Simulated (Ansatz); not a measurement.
# Is the response still linear at 0.5 V/Å? 1T-GeBr2 under 1T-SnO2, AB

The dipole of a slab grows in proportion to a weak field along its normal. Does the weak-field slope carry to a strong field?

**Method.** Ansatz 0.2.0, plane waves with PAW datasets (its set soft_2), PBE-D3(BJ); atoms held at their relaxed places, 18 Å of vacuum, dipole correction, cell area 10.24 Å², 18×18 k-points, smearing 0.05 eV. Without field the slab has a gap of 0.38 eV.

| run | field (V/Å) | dipole (e·Å) |
| --- | --- | --- |
| run 1 | −0.10 | −0.09463 |
| run 2 | 0.00 | −0.04053 |
| run 3 | 0.10 | 0.01328 |
| run 4 | 0.50 | ? |

Q: Estimate the withheld value from the rows shown.

A least-squares line through the 3 rows shown has slope 0.539550 and intercept −0.040627; no row lies more than 0.00010 e·Å off it. A perfect conductor with that slope would be 180.95 × 0.53955 / 10.24 = 9.53 Å thick. At 0.50 it gives 0.539550 × 0.50 + (−0.040627) = 0.22915 e·Å, beyond the rows fitted. Rounding and scatter of the rows alone allow about ±0.00049 e·Å there.

The run itself gives 0.22563 e·Å: a miss of −0.00352 e·Å. That is 1.3 % of the induced dipole, a small departure from the straight line; meanwhile the gap has gone from 0.38 eV to 0.66 eV.

**Limits.** Ions are held, so this is the electronic response. Of the series that stay linear within 1 %, this collection keeps about one in seven, and it keeps all that bend. In the strongest field, at least, the program warns that the far vacuum lies low against the Fermi level, so charge may spill into it, by an amount that depends on the cell's height. With a small gap or none the response hangs on mesh and smearing, which were not varied here.
